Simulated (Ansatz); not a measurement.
Planning a run of Ansatz 0.2.0 on LiFeF4 (Amm2). The input:

```yaml
crystal:
  lattice:
    - [0.0, 2.14672978, -2.14672978]
    - [3.177492, -2.33680022, -2.33680022]
    - [-3.177492, -2.33680022, -2.33680022]
  atoms:
    - { symbol: Li, position: [0.5, 0.9970851538, 0.9970851538] }
    - { symbol: Fe, position: [0.0, 0.495994486, 0.495994486] }
    - { symbol: F, position: [0.0, 0.782564715, 0.2095588265] }
    - { symbol: F, position: [0.5, 0.3231166724, 0.3231166724] }
    - { symbol: F, position: [0.0, 0.2095588265, 0.782564715] }
    - { symbol: F, position: [0.5, 0.6686728063, 0.6686728063] }
kpoints:
  mp_grid: { grid: [12, 8, 8] }
  band_path:
    path:
      - [[0.0, 0.0, 0.0], [0.0, 0.5, 0.5], [0.0, 0.51888093, 0.48111907]]
      - [[0.0, 0.48111907, -0.48111907], [0.0, 0.0, 0.0], [0.5, 0.0, 0.0], [0.5, 0.48111907, -0.48111907]]
      - [[0.5, 0.51888093, 0.48111907], [0.5, 0.5, 0.5], [0.0, 0.5, 0.5]]
      - [[0.0, 0.0, 0.0], [0.0, 0.5, 0.0], [0.5, 0.5, 0.0], [0.5, 0.0, 0.0], [0.5, 0.5, 0.5]]
    npoints: 10
hamiltonian:
  xc: r2scan
scf:
  occupations: { method: gaussian, width: 0.08 }
  n_extra_bands: 19
  max_iter: 150
output:
  eigenvalues: true
  forces: true
  stress: true
  fatbands: true
```

```sh
ansatz run input.yaml --threads 4 --pin off --max-ram 9216MiB --backend cpu --events-out ev --progress --plain --runs-dir out
```

Q: How long will it take on 4 threads of Arm Neoverse V1, shared host, and how much memory?

It took 37 s; on shared hardware allow 19 s to 74 s. Peak host memory was 0.75 GiB. The sizes that set the cost: 1629 plane waves a state, 147 irreducible k points and 11 SCF cycles.

[Paths, hosts, dates, memory and timing lines, banners, echoed tables and standing remarks are left out of the program output.]

[Logs are printed without paths, hosts, clocks, repeated set-up lines and the standing remarks that a program may print on its own settings, such as how far it seeks lower states.]

[Runs of the session that timed out or met a known fault of the program may be left out.]

[Hosts, paths, dates, database ids (printed as entryN), source tags and the programs' standing remarks are cut or masked in the printed files.]
